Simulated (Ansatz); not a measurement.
## From r2SCAN to G0W0: LaInO3 (Pnma)

Wanted: the gap of LaInO3 (Pnma) with a many-body correction, and the time that it takes.

Program: Ansatz 0.2.0. Level of theory: r2SCAN, then G0W0 on it, plane waves, PAW. Results are calculated unless marked as measured.

**What was measured.**

- Gap 4.52 eV: optical gap, weak absorption onset, E parallel [100]; optical absorption spectroscopy, alpha squared extrapolation; 5 K; bulk crystal (single crystal wafer grown by vertical gradient freeze, 80 um thick) (“Fingerprints of optical absorption in the perovskite LaInO3: Insight from many-body theory and experiment”, 2021, arxiv:2101.04376).

- Gap 4.46 eV: optical gap, weak absorption onset, E parallel [001]; optical absorption spectroscopy, alpha squared extrapolation; 5 K; bulk crystal (single crystal wafer grown by vertical gradient freeze, 80 um thick) (“Fingerprints of optical absorption in the perovskite LaInO3: Insight from many-body theory and experiment”, 2021, arxiv:2101.04376).

- Gap 4.13 eV: main direct optical gap; bulk crystal (single crystal grown by optical floating zone) (“Transparent perovskite barium stannate with high electron mobility and thermal stability”, 2017, arxiv:1707.09778).

- Gap 4.39 eV: optical gap, weak absorption onset, E parallel [100]; optical absorption spectroscopy, alpha squared extrapolation; 300 K; bulk crystal (single crystal wafer grown by vertical gradient freeze, 80 um thick) (“Fingerprints of optical absorption in the perovskite LaInO3: Insight from many-body theory and experiment”, 2021, arxiv:2101.04376).

- Gap 4.35 eV: optical gap, weak absorption onset, E parallel [001]; optical absorption spectroscopy, alpha squared extrapolation; 300 K; bulk crystal (single crystal wafer grown by vertical gradient freeze, 80 um thick) (“Fingerprints of optical absorption in the perovskite LaInO3: Insight from many-body theory and experiment”, 2021, arxiv:2101.04376).

This is a report of a sequence of runs, with most program output left out.

In doubt: masses and optical values from hybrid runs of this build are listed as unsure (in some of the runs), which bears on the screening that GW takes from such a start.

## 1. Starting point

It takes space group Pnma (No. 62, orthorhombic). Conventional cell: a = 5.940 Å, b = 8.216 Å, c = 5.723 Å, α = 90.00°, β = 90.00°, γ = 90.00°. Nearest to La lie 8 O at 2.38 to 2.94 Å. Nearest to In lie 6 O at 2.16 to 2.17 Å. O has 2 In at 2.17 Å and 2 La at 2.38 to 2.50 Å nearest. Nearest to O lie 2 In at 2.16 to 2.17 Å and 3 La at 2.40 to 2.94 Å. Farther neighbours and most contacts between anions are not listed.

Geometry: measured cell, ions relaxed with r2SCAN. The runs that relaxed it are not among those shown. Spin-orbit coupling is left out unless a step names it. The default PAW set here is soft_2. Its files were made with PBE.

## 2. The r2SCAN band structure

Levels along a band path and on the mesh show where this functional puts the band edges.

This step: DFT, r2SCAN, plane waves, PAW.

Input file input.yaml:

```yaml
crystal:
  lattice:
    - [5.9404, 0.0, 0.0]
    - [0.0, 8.2158, 0.0]
    - [0.0, 0.0, 5.7229]
  atoms:
    - { symbol: La, position: [0.9463878522, 0.25, 0.0153056097] }
    - { symbol: La, position: [0.5536121478, 0.75, 0.5153056097] }
    - { symbol: La, position: [0.4463878522, 0.25, 0.4846943903] }
    - { symbol: La, position: [0.0536121478, 0.75, 0.9846943903] }
    - { symbol: In, position: [0.0, 0.0, 0.5] }
    - { symbol: In, position: [0.5, 0.0, 0.0] }
    - { symbol: In, position: [0.5, 0.5, 0.0] }
    - { symbol: In, position: [0.0, 0.5, 0.5] }
    - { symbol: O, position: [0.0443817441, 0.25, 0.6126999622] }
    - { symbol: O, position: [0.4556182559, 0.75, 0.1126999622] }
    - { symbol: O, position: [0.5443817441, 0.25, 0.8873000378] }
    - { symbol: O, position: [0.9556182559, 0.75, 0.3873000378] }
    - { symbol: O, position: [0.1980525852, 0.0593550042, 0.1955759518] }
    - { symbol: O, position: [0.3019474148, 0.9406449958, 0.6955759518] }
    - { symbol: O, position: [0.6980525852, 0.4406449958, 0.3044240482] }
    - { symbol: O, position: [0.8019474148, 0.5593550042, 0.8044240482] }
    - { symbol: O, position: [0.8019474148, 0.9406449958, 0.8044240482] }
    - { symbol: O, position: [0.6980525852, 0.0593550042, 0.3044240482] }
    - { symbol: O, position: [0.3019474148, 0.5593550042, 0.6955759518] }
    - { symbol: O, position: [0.1980525852, 0.4406449958, 0.1955759518] }
kpoints:
  mp_grid: { grid: [4, 4, 4] }
  band_path:
    path:
      - [[0.0, 0.0, 0.0], [0.5, 0.0, 0.0], [0.5, 0.5, 0.0], [0.0, 0.5, 0.0], [0.0, 0.0, 0.0], [0.0, 0.0, 0.5], [0.5, 0.0, 0.5], [0.5, 0.5, 0.5], [0.0, 0.5, 0.5], [0.0, 0.0, 0.5]]
      - [[0.5, 0.0, 0.0], [0.5, 0.0, 0.5]]
      - [[0.0, 0.5, 0.0], [0.0, 0.5, 0.5]]
      - [[0.5, 0.5, 0.0], [0.5, 0.5, 0.5]]
    npoints: 10
hamiltonian:
  xc: r2scan
scf:
  occupations: { method: fermi_dirac, width: 0.02 }
  n_extra_bands: 10
output:
  eigenvalues: true
```

Command:

```
$ ansatz run input.yaml --threads 24 --pin off --max-ram 82944MiB --backend cuda --events-out ev --progress --plain --runs-dir out --devices 1 --max-vram 78GiB
```

Run time: 4.1 s. Hardware: 1 × NVIDIA GB200 (shared by 2 runs) with 24 threads of Arm Neoverse V2, shared host; peak memory 1.4 GiB.

Numbers from this step:

| Item | Value |
| --- | --- |
| filled bands | 84 |
| gap | 3.556 eV |
| valence top at | Γ |
| conduction bottom at | Γ |
| least direct gap | 3.556 eV |

Over mesh and path the gap is 3.556 eV, direct, at k = Γ.

The electronic bands at the labelled points (eV, zero at the top of the highest nominally filled band):

```tsv
point	band 81	band 82	band 83	band 84	band 85	band 86	band 87	band 88
Γ	-0.41	-0.29	-0.15	0.00	3.56	5.34	5.39	5.45
halfway	-0.43	-0.34	-0.32	-0.26	4.10	5.35	5.39	5.45
X	-0.39	-0.39	-0.27	-0.27	5.06	5.06	5.38	5.38
halfway	-0.44	-0.44	-0.33	-0.33	5.16	5.16	5.38	5.38
S	-0.41	-0.41	-0.41	-0.41	5.35	5.35	5.35	5.35
halfway	-0.50	-0.50	-0.26	-0.26	4.82	4.82	5.41	5.41
Y	-0.40	-0.40	-0.08	-0.08	4.45	4.45	5.41	5.41
halfway	-0.38	-0.31	-0.13	-0.03	3.81	5.22	5.36	5.43
Γ	-0.41	-0.29	-0.15	0.00	3.56	5.34	5.39	5.45
halfway	-0.44	-0.36	-0.26	-0.22	4.07	5.36	5.37	5.39
Z	-0.40	-0.40	-0.33	-0.33	5.11	5.11	5.41	5.41
halfway	-0.24	-0.24	-0.23	-0.23	5.30	5.30	5.44	5.44
U	-0.15	-0.15	-0.11	-0.11	5.45	5.45	5.46	5.46
halfway	-0.24	-0.24	-0.20	-0.20	5.44	5.44	5.46	5.46
R	-0.27	-0.27	-0.27	-0.27	5.44	5.44	5.44	5.44
halfway	-0.31	-0.31	-0.27	-0.27	5.40	5.40	5.44	5.44
T	-0.41	-0.41	-0.20	-0.20	5.32	5.32	5.40	5.40
halfway	-0.43	-0.43	-0.22	-0.22	5.20	5.20	5.41	5.41
Z	-0.40	-0.40	-0.33	-0.33	5.11	5.11	5.41	5.41
jump to X	-0.39	-0.39	-0.27	-0.27	5.06	5.06	5.38	5.38
halfway	-0.23	-0.23	-0.21	-0.21	5.28	5.28	5.43	5.43
U	-0.15	-0.15	-0.11	-0.11	5.45	5.45	5.46	5.46
jump to Y	-0.40	-0.40	-0.08	-0.08	4.45	4.45	5.41	5.41
halfway	-0.37	-0.37	-0.23	-0.23	4.78	4.78	5.41	5.41
T	-0.41	-0.41	-0.20	-0.20	5.32	5.32	5.40	5.40
jump to S	-0.41	-0.41	-0.41	-0.41	5.35	5.35	5.35	5.35
```

## 3. One-shot GW

G0W0 replaces the xc potential by a self-energy built once from the orbitals of the start. Levels are corrected in the window of bands that the input names, at points of the mesh.

This step: G0W0 on r2SCAN, plane waves, PAW.

Edit input.yaml of step 2 so:

```diff
@@ -27,10 +27,3 @@
 kpoints:
-  mp_grid: { grid: [4, 4, 4] }
-  band_path:
-    path:
-      - [[0.0, 0.0, 0.0], [0.5, 0.0, 0.0], [0.5, 0.5, 0.0], [0.0, 0.5, 0.0], [0.0, 0.0, 0.0], [0.0, 0.0, 0.5], [0.5, 0.0, 0.5], [0.5, 0.5, 0.5], [0.0, 0.5, 0.5], [0.0, 0.0, 0.5]]
-      - [[0.5, 0.0, 0.0], [0.5, 0.0, 0.5]]
-      - [[0.0, 0.5, 0.0], [0.0, 0.5, 0.5]]
-      - [[0.5, 0.5, 0.0], [0.5, 0.5, 0.5]]
-    npoints: 10
+  mp_grid: { grid: [2, 2, 2] }
 hamiltonian:
@@ -38,5 +31,8 @@
 scf:
-  occupations: { method: fermi_dirac, width: 0.02 }
-  n_extra_bands: 10
-output:
-  eigenvalues: true
+  occupations: { method: fixed }
+gw:
+  n_empty_bands: 940
+  ecut_chi: 130.0
+  qp_bands: [v4, c4]
+  qp_kpoints: band_edges
+  screening: { model: contour_deformation }
```

Run time: 18 s. Hardware: 1 × NVIDIA GB200 (shared by 2 runs) with 24 threads; peak memory 4.3 GiB; 57 s of CPU time.

Numbers from this step:

```yaml
bands_summed: 1024
rpa_eps_infinity_on_this_mesh_eigenvalues: 4.120, 4.235, 4.342
plane_waves_in_the_screening_matrix: 951
q_points_in_the_mesh: 8
g0w0_gap_over_the_corrected_points: 4.528 eV
k_of_the_valence_top: 0, 0, 0
k_of_the_conduction_bottom: 0, 0, 0
starting_gap_on_the_mesh: 3.554 eV
z_at_the_valence_top: 0.7728
z_at_the_conduction_bottom: 0.8245
least_direct_g0w0_gap_over_the_corrected_points: 4.528 eV
```

Over all 8 irreducible mesh points the G0W0 gap is 4.528 eV, direct, at k = Γ. The r2SCAN gap of this run on the mesh is 3.554 eV. The two states that bound the G0W0 gap lie that far apart at the start, so the correction of the gap is 4.528 − 3.554 = +0.974 eV. The start of this run differs from the step before in mesh (4×4×4 and 2×2×2). The program marks 25 of the 64 corrected levels as in doubt (energies apart, Σc rises), neither edge state among them.

Labels follow the order of the start: v1 is the top filled band, c1 the lowest empty one; levels that stay degenerate share a row, the window can cut a multiplet, doubted levels are not marked in this list, bands outside the window were not corrected, and the list may be a part of the corrected levels. Levels before and after the correction, in eV, zero at the valence-band top of each column:

```tsv
	conduction bottom	valence top
Kohn-Sham	3.55	0.00
G0W0	4.53	0.00
```

```tsv
	level	occupation	energy (eV)
Kohn-Sham	Γ v4	2	-0.406
Kohn-Sham	Γ v3	2	-0.294
Kohn-Sham	Γ v2	2	-0.145
Kohn-Sham	Γ v1	2	0.000
Kohn-Sham	Γ c1	0	3.554
Kohn-Sham	Γ c2	0	5.339
Kohn-Sham	Γ c3	0	5.391
Kohn-Sham	Γ c4	0	5.445
G0W0	Γ v4	2	-0.405
G0W0	Γ v3	2	-0.332
G0W0	Γ v2	2	-0.178
G0W0	Γ v1	2	0.000
G0W0	Γ c1	0	4.528
G0W0	Γ c2	0	8.684
G0W0	Γ c3	0	9.252
G0W0	Γ c4	0	9.224
```

The parts of the quasiparticle energy for the two states that bound the G0W0 gap, in eV on the run's own scale (QP = start + Σx + Σc − Vxc, with Σc at the quasiparticle energy):

```tsv
edge	k	band	start	Σx	Σc	Vxc	Z	QP
valence top	Γ	84	9.791	−27.493	4.029	−23.141	0.773	9.469
conduction bottom	Γ	85	13.345	−12.516	−3.575	−16.741	0.825	13.997
```

## 4. Spin-orbit coupling in r2SCAN

This run has two-component orbitals with spin-orbit coupling.

This step: DFT, r2SCAN with spin-orbit coupling, plane waves, PAW.

Edit input.yaml of step 3 so:

```diff
@@ -27,3 +27,14 @@
 kpoints:
-  mp_grid: { grid: [2, 2, 2] }
+  mp_grid: { grid: [4, 4, 4] }
+  band_path:
+    path:
+      - [0.0, 0.0, 0.0]
+      - [0.5, 0.0, 0.0]
+      - [0.5, 0.5, 0.0]
+      - [0.0, 0.5, 0.0]
+      - [0.0, 0.0, 0.5]
+      - [0.5, 0.0, 0.5]
+      - [0.5, 0.5, 0.5]
+      - [0.0, 0.5, 0.5]
+    npoints: 1
 hamiltonian:
@@ -32,7 +43,7 @@
   occupations: { method: fixed }
-gw:
-  n_empty_bands: 940
-  ecut_chi: 130.0
-  qp_bands: [v4, c4]
-  qp_kpoints: band_edges
-  screening: { model: contour_deformation }
+  n_extra_bands: 20
+magnetization:
+  noncollinear: true
+  spin_orbit: true
+output:
+  eigenvalues: true
```

Wall time 6.2 s (1 × NVIDIA GB200 (shared by 2 runs) with 24 threads); peak memory 1.7 GiB; 41 s of CPU time.

This step gave:

```yaml
gap: 3.556 eV
valence_top_at: Γ
conduction_bottom_at: Γ
least_direct_gap: 3.556 eV
```

Over mesh and listed points the gap is 3.556 eV, direct, at k = Γ. r2SCAN+SOC against r2SCAN: 3.556 − 3.556 = +0.000 eV, with the same mesh, set of files (read in its fully relativistic form for the spin-orbit run) and cutoff, and both edges at the same k points. The spin-orbit run sees mesh and listed points alone, so its gap is an upper bound: the coupling can move an edge off these points, and the change over the zone, its sign included where it is small, is not known.

## 5. Side by side

Each gap is the least one over the points named; times are wall times on shared hosts, not benchmarks. A G0W0 time includes the run's own self-consistent start. Runs with listed points see these and the mesh alone, so an edge that moves elsewhere is missed. Rows marked * are further runs, not shown as steps, whose inputs differ from the G0W0 step on the same start in the columns given; solver thresholds can differ too.

```tsv
level	mesh	files, cutoff	bands summed, screening	points	gap (eV)	valence top	conduction bottom	least direct gap (eV)	time
r2SCAN	4×4×4	soft_2 PAW, 500 eV	-	mesh and path	3.556	Γ	Γ	3.556	4.1 s
r2SCAN+SOC	4×4×4	soft_2 PAW, 500 eV	-	mesh and listed points	3.556	Γ	Γ	3.556	6.2 s
G0W0@r2SCAN*	2×2×2	soft_2 PAW, 500 eV	238, 39 eV	all 8 irreducible mesh points	4.753	Γ	Γ	4.753	4.6 s
G0W0@r2SCAN*	2×2×2	soft_2 PAW, 500 eV	520, 78 eV	all 8 irreducible mesh points	4.442	Γ	Γ	4.442	7.8 s
G0W0@r2SCAN	2×2×2	soft_2 PAW, 500 eV	1024, 130 eV	all 8 irreducible mesh points	4.528	Γ	Γ	4.528	18 s
G0W0@r2SCAN*	2×2×2	soft_2 PAW, 500 eV	520, 78 eV, plasmon pole	all 8 irreducible mesh points	4.436	Γ	Γ	4.436	9.5 s
```

Computed less measured, in eV, for the reports listed at the start; nothing is added to the computed values:

```tsv
row	computed (eV)	4.52 eV (2021)	4.46 eV (2021)	4.13 eV (2017)	4.39 eV (2021)	4.35 eV (2021)
r2SCAN, gap	3.556	−0.964	−0.904	−0.574	−0.834	−0.794
r2SCAN+SOC, gap	3.556	−0.964	−0.904	−0.574	−0.834	−0.794
G0W0@r2SCAN, gap	4.528	+0.008	+0.068	+0.398	+0.138	+0.178
```

## 6. What came out

```
r2SCAN gap over mesh and path                      : 3.556 eV, direct, at k = Γ
G0W0@r2SCAN gap over all 8 irreducible mesh points : 4.528 eV, direct, at k = Γ
r2SCAN+SOC gap over mesh and listed points         : 3.556 eV
GW settings                                        : 2×2×2 mesh, 940 empty bands, screening to 130 eV
known limits                                       : finite bands, screening cutoff and k mesh; no spin-orbit coupling in G0W0; d shells not analysed; screening cutoff under 40 eV in some runs
```

**Reading.** Over all 8 irreducible mesh points the G0W0 gap is 4.528 eV, direct, at k = Γ. The r2SCAN gap of this run on the mesh is 3.554 eV. The two states that bound the G0W0 gap lie that far apart at the start, so the correction of the gap is 4.528 − 3.554 = +0.974 eV. The valence state moves by 9.469 − 9.791 = −0.322 eV and the conduction state by 13.997 − 13.345 = +0.652 eV, on the run's own scale; with 238 bands the edge states move by +0.060 and +1.259 eV, so the split between the edges depends on the bands and cutoff. Both edges that r2SCAN shows over mesh and path lie at k points where levels were corrected. Levels at other points were not corrected, so a lower G0W0 gap elsewhere in the zone is not ruled out. From 238 bands and 39 eV to 1024 bands and 130 eV the gap moves by 4.528 − 4.753 = −0.225 eV (rung by rung 4.753, 4.442, 4.528 eV); bands and screening cutoff rise together, so their parts are not told apart. The gap turns back along the series (4.753, 4.442, 4.528 eV), so no line is drawn and the limit is not known. With the plasmon pole model in place of the contour deformation model and all else as in the G0W0@r2SCAN row with 520 bands, the gap differs by 4.436 − 4.442 = −0.006 eV. G0W0 on other starts in this series, not shown as steps and not all at these settings: 4.795 eV on HSE06 (2×2×2, soft_2 PAW, 520 bands, 78 eV) and 4.991 eV on PBE0 (2×2×2, soft_2 PAW, 520 bands, 78 eV). r2SCAN+SOC against r2SCAN: 3.556 − 3.556 = +0.000 eV, with the same mesh, set of files (read in its fully relativistic form for the spin-orbit run) and cutoff, and both edges at the same k points. The spin-orbit run sees mesh and listed points alone, so its gap is an upper bound: the coupling can move an edge off these points, and the change over the zone, its sign included where it is small, is not known. What spin-orbit coupling does to the G0W0 levels was not computed, so no sum with the G0W0 gap is formed. Against experiment, G0W0@r2SCAN at 4.528 eV lies +0.008 eV from 4.52 eV (2021), +0.068 eV from 4.46 eV (2021), +0.398 eV from 4.13 eV (2017), +0.138 eV from 4.39 eV (2021) and +0.178 eV from 4.35 eV (2021). The reports themselves run from 4.13 eV to 4.52 eV. The differences hold parts that these runs do not separate: finite bands, cutoffs and mesh, points of the zone that were not corrected, the start of G0W0, spin-orbit coupling missing from it, static nuclei, no electron-hole attraction, and what each experiment reads as the gap. How much each gives is not known from the steps shown. For the G0W0 step: the program marks 25 of the 64 corrected levels as in doubt (energies apart, Σc rises), neither edge state among them. The G0W0 runs are scalar-relativistic. One-shot GW is known to converge slowly in bands for compounds with shallow d shells. The cell holds In; the filling of the d shell and its place against the gap were not analysed here. The cell holds La; where the f levels lie against the gap was not analysed here. No pair of G0W0 runs that differ in the mesh alone is shown (2×2×2 is a supercell whose nearest images lie 11 Å apart), so the error from the mesh is not known here. G0W0@r2SCAN runs of this series with other atomic data on the same mesh, not shown as steps, give 4.425 eV (hard PAW, 1050 eV, 536 bands, screening to 78 eV; the table's row with the same empty bands and screening cutoff has 4.442 eV); where bands and cutoffs differ too, the part of the files is not isolated. A screening cutoff under 40 eV is crude: G0W0@r2SCAN with 238 bands at 39 eV.

[Paths, hosts, dates, memory and timing lines, banners, echoed tables and standing remarks are left out of the program output.]

[Logs are printed without paths, hosts, clocks, repeated set-up lines and the standing remarks that a program may print on its own settings, such as how far it seeks lower states.]

[Runs of the session that timed out or met a known fault of the program may be left out.]

[Cells called generated may have been cut or substituted from an entry of the Crystallography Open Database or the Materials Project.]

[Hosts, paths, dates, database ids (printed as entryN), source tags and the programs' standing remarks are cut or masked in the printed files.]

[Where an RPA ε∞ is given, it is that of the G0W0 mesh and is not shown converged in it. Names of k-points follow the symmetry that the program found, which can be lower than the space group named. Band edges on a path are those of the sampled points; other points can move an edge, and change direct to indirect where valleys lie close.]

[Hybrid gaps are those of their k-mesh and are not shown converged in it.]
